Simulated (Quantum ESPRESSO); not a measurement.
# K2Pt (Fm-3m): the LO frequency by hand

How high does the longitudinal optical mode of K2Pt (Fm-3m) lie, given the transverse one, the Born charge and ε∞?

Program: Quantum ESPRESSO 7.5. Level of theory: DFT LDA, scalar-relativistic, plane waves, JTH PAW pseudopotentials. Results are calculated unless marked as measured.

## (1) The relaxed structure

The structure is cubic, space group Fm-3m (No. 225). Conventional cell: a = 7.286 Å, b = 7.286 Å, c = 7.286 Å, α = 90.00°, β = 90.00°, γ = 90.00°. Nearest to K lie 4 Pt at 3.15 Å. Pt has 8 K at 3.15 Å nearest. Farther neighbours are not listed.

Coordinates:

```cif
data_structure
_symmetry_space_group_name_H-M 'Fm-3m'
_symmetry_Int_Tables_number 225
_cell_length_a 7.2859
_cell_length_b 7.2859
_cell_length_c 7.2859
_cell_angle_alpha 90.000
_cell_angle_beta 90.000
_cell_angle_gamma 90.000
_cell_volume 386.77
loop_
_atom_site_label
_atom_site_type_symbol
_atom_site_symmetry_multiplicity
_atom_site_Wyckoff_symbol
_atom_site_fract_x
_atom_site_fract_y
_atom_site_fract_z
_atom_site_occupancy
K1 K 8 c 0.25000 0.25000 0.75000 1
Pt1 Pt 4 a 0.00000 0.00000 0.00000 1
```

This is the cell after its relaxation at this level of theory, not the database cell from which that began.

## (2) What the response run gave

A linear-response run on the relaxed cell, with the response to an electric field; only its zone-centre results are used. Cutoff 50 Ry, k mesh 6×6×6.

The program printed:

```text
[banners, grids, parts of the stress and lines that vanish by symmetry left out]
Program PHONON v.7.5
     Reading xml data from directory:

[...]
Exchange-correlation= PW
                           (   1   4   0   0   0   0   0)
[...]
kinetic-energy cut-off    =      50.0000  Ry
     charge density cut-off    =     400.0000  Ry
     convergence threshold     =      1.0E-18
[...]
Exchange-correlation= PW
                           (   1   4   0   0   0   0   0)
[...]
q = (   0.0000000   0.0000000   0.0000000 )
     49 Sym.Ops. (with q -> -q+G )
     G cutoff = 1920.7255  (  87843 G-vectors)     FFT grid: ( 64, 64, 64)
     G cutoff =  960.3628  (  30923 G-vectors)  smooth grid: ( 45, 45, 45)
     number of k points=    16
[...]
Mode symmetry, O_h (m-3m)  point group:
[...]
Dielectric constant
[...]
End of electric fields calculation
          Dielectric constant in cartesian axis
          (       5.130675010      -0.000000000      -0.000000000 )
          (      -0.000000000       5.130675010       0.000000000 )
          (      -0.000000000       0.000000000       5.130675010 )
          Effective charges (d Force / dE) in cartesian axis without acoustic sum rule applied (asr)
           atom    1  K     Mean Z*:        0.90988
      Ex  (        0.90988        0.00000        0.00000 )
      Ey  (       -0.00000        0.90988       -0.00000 )
      Ez  (        0.00000       -0.00000        0.90988 )
           atom    2  K     Mean Z*:        0.90988
      Ex  (        0.90988        0.00000        0.00000 )
      Ey  (        0.00000        0.90988        0.00000 )
      Ez  (       -0.00000       -0.00000        0.90988 )
           atom    3  Pt    Mean Z*:       -1.82028
      Ex  (       -1.82028        0.00000        0.00000 )
      Ey  (        0.00000       -1.82028       -0.00000 )
      Ez  (        0.00000       -0.00000       -1.82028 )
          Effective charges Sum: Mean:       -0.00052
[...]
Effective charges (d Force / dE) in cartesian axis with asr applied:
           atom    1  K     Mean Z*:        0.91005
[...]
atom    2  K     Mean Z*:        0.91005
[...]
atom    3  Pt    Mean Z*:       -1.82011
[...]
Representation #   1 modes #   1   2   3
[...]
End of self-consistent calculation
     Convergence has been achieved
     Representation #   2 modes #   4   5   6
[...]
End of self-consistent calculation
     Convergence has been achieved
     Representation #   3 modes #   7   8   9
[...]
End of self-consistent calculation
     Convergence has been achieved
[...]
Dielectric constant in cartesian axis
          (       5.130675010      -0.000000000      -0.000000000 )
          (      -0.000000000       5.130675010       0.000000000 )
          (      -0.000000000       0.000000000       5.130675010 )
          Effective charges (d Force / dE) in cartesian axis without acoustic sum rule applied (asr)
           atom    1  K     Mean Z*:        0.90988
      Ex  (        0.90988        0.00000        0.00000 )
      Ey  (       -0.00000        0.90988       -0.00000 )
      Ez  (        0.00000       -0.00000        0.90988 )
           atom    2  K     Mean Z*:        0.90988
      Ex  (        0.90988        0.00000        0.00000 )
      Ey  (        0.00000        0.90988        0.00000 )
      Ez  (       -0.00000       -0.00000        0.90988 )
           atom    3  Pt    Mean Z*:       -1.82028
      Ex  (       -1.82028        0.00000        0.00000 )
      Ey  (        0.00000       -1.82028       -0.00000 )
      Ez  (        0.00000       -0.00000       -1.82028 )
          Effective charges Sum: Mean:       -0.00052
[...]
Effective charges (d Force / dE) in cartesian axis with asr applied:
           atom    1  K     Mean Z*:        0.91005
[...]
atom    2  K     Mean Z*:        0.91005
[...]
atom    3  Pt    Mean Z*:       -1.82011
[...]
q = (    0.000000000   0.000000000   0.000000000 )
[...]
freq (    1) =      -0.052297 [THz] =      -1.744454 [cm-1]
     freq (    2) =      -0.052297 [THz] =      -1.744454 [cm-1]
     freq (    3) =      -0.052297 [THz] =      -1.744454 [cm-1]
     freq (    4) =       3.073390 [THz] =     102.517261 [cm-1]
     freq (    5) =       3.073390 [THz] =     102.517261 [cm-1]
     freq (    6) =       3.073390 [THz] =     102.517261 [cm-1]
     freq (    7) =       3.796005 [THz] =     126.621085 [cm-1]
     freq (    8) =       3.796005 [THz] =     126.621085 [cm-1]
     freq (    9) =       3.796005 [THz] =     126.621085 [cm-1]
[...]
Mode symmetry, O_h (m-3m)  point group:
     freq (   1-   3) =         -1.7  [cm-1]   --> T_1u G_15  G_4- I
     freq (   4-   6) =        102.5  [cm-1]   --> T_1u G_15  G_4- I
     freq (   7-   9) =        126.6  [cm-1]   --> T_2g G_25' G_5+ R

   JOB DONE.
```

| quantity | value |
| --- | --- |
| cell volume Ω (Å³) | 96.692 |
| mass of K (u) | 39.098 |
| mass of Pt (u) | 195.084 |
| Born charge of K, raw (e) | 0.910 |
| Born charge of Pt, raw (e) | -1.820 |
| ε∞ | 5.131 |
| ω(TO) after the sum rule (cm⁻¹) | 102.5 |

## (3) The calculation

The charges must sum to zero over the cell; taking off their mean, 0.000 e, leaves Z* = -1.820 e on Pt. In the polar mode Pt moves against the two K, so the reduced mass is μ = 195.08 × 78.20 / 273.28 = 55.821 u.

A longitudinal wave builds up a field that adds to the restoring force: ω(LO)² = ω(TO)² + 4π Z*² / (μ Ω ε∞), in Hartree atomic units. With μ = 101756 electron masses and Ω = 652.51 bohr³ the second term is 1.2221e-07 Ha², or 5887 cm⁻² (1 Ha = 219474.6 cm⁻¹).

So ω(LO) = √(10514 + 5887) = 128.1 cm⁻¹, and by the Lyddane-Sachs-Teller relation ε₀ = ε∞ (ω(LO)/ω(TO))² = 8.00.

## (4) Check against the program

The analysis program adds the same non-analytic term to the full matrix, here for q along (1 0 0).

The program printed:

```text
[banners, grids, parts of the stress and lines that vanish by symmetry left out]
[banner, memory and clock lines left out]
Program DYNMAT v.7.5

     Reading Dynamical Matrix from file g.dyn
     ...Force constants read
     ...epsilon and Z* read

     Polarizability (A^3 units)
     multiply by 0.420718 for Clausius-Mossotti correction
        31.783532   -0.000000   -0.000000
        -0.000000   31.783532    0.000000
        -0.000000    0.000000   31.783532

     IR activities are in (D/A)^2/amu units

# mode   [cm-1]    [THz]      IR
    1     -0.00   -0.0000    0.0000
    2     -0.00   -0.0000    0.0000
[...]
8    126.64    3.7967    0.0000
    9    128.07    3.8393    1.3692

[end of the log left out, with the tail of the file of modes that dynmat.x writes under the same name]
```

ε₀ comes from the program's run without a direction of q.

| quantity | by hand | program |
| --- | --- | --- |
| ω(LO) (cm⁻¹) | 128.1 | 128.1 |
| ε₀ | 8.00 | 8.00 |

## (5) What came out

```json
{"TO mode": "102.5 cm⁻¹", "LO mode": "128.1 cm⁻¹", "static dielectric constant": "8.003"}
```

The LO mode of K2Pt (Fm-3m) lies at 128 cm⁻¹, 26 cm⁻¹ above the TO mode; the formula meets the program within 0.1 cm⁻¹, as it must for a cubic crystal with one polar mode. ω(LO)² − ω(TO)² goes with Z*²/ε∞: an error of 5 % in ε∞ would move the LO mode by 1.1 cm⁻¹, and semilocal functionals tend to overestimate ε∞. These are harmonic values at zero temperature, at the volume of this functional, for the structure held cubic; stability elsewhere in the zone is no part of this calculation.

[Host names and launcher messages were left out of these logs when they were recorded.]

[Logs are printed without paths, hosts, clocks, repeated set-up lines and the standing remarks that a program may print on its own settings, such as how far it seeks lower states.]

[Hosts, paths, dates, database ids (printed as entryN), source tags and the programs' standing remarks are cut or masked in the printed files.]
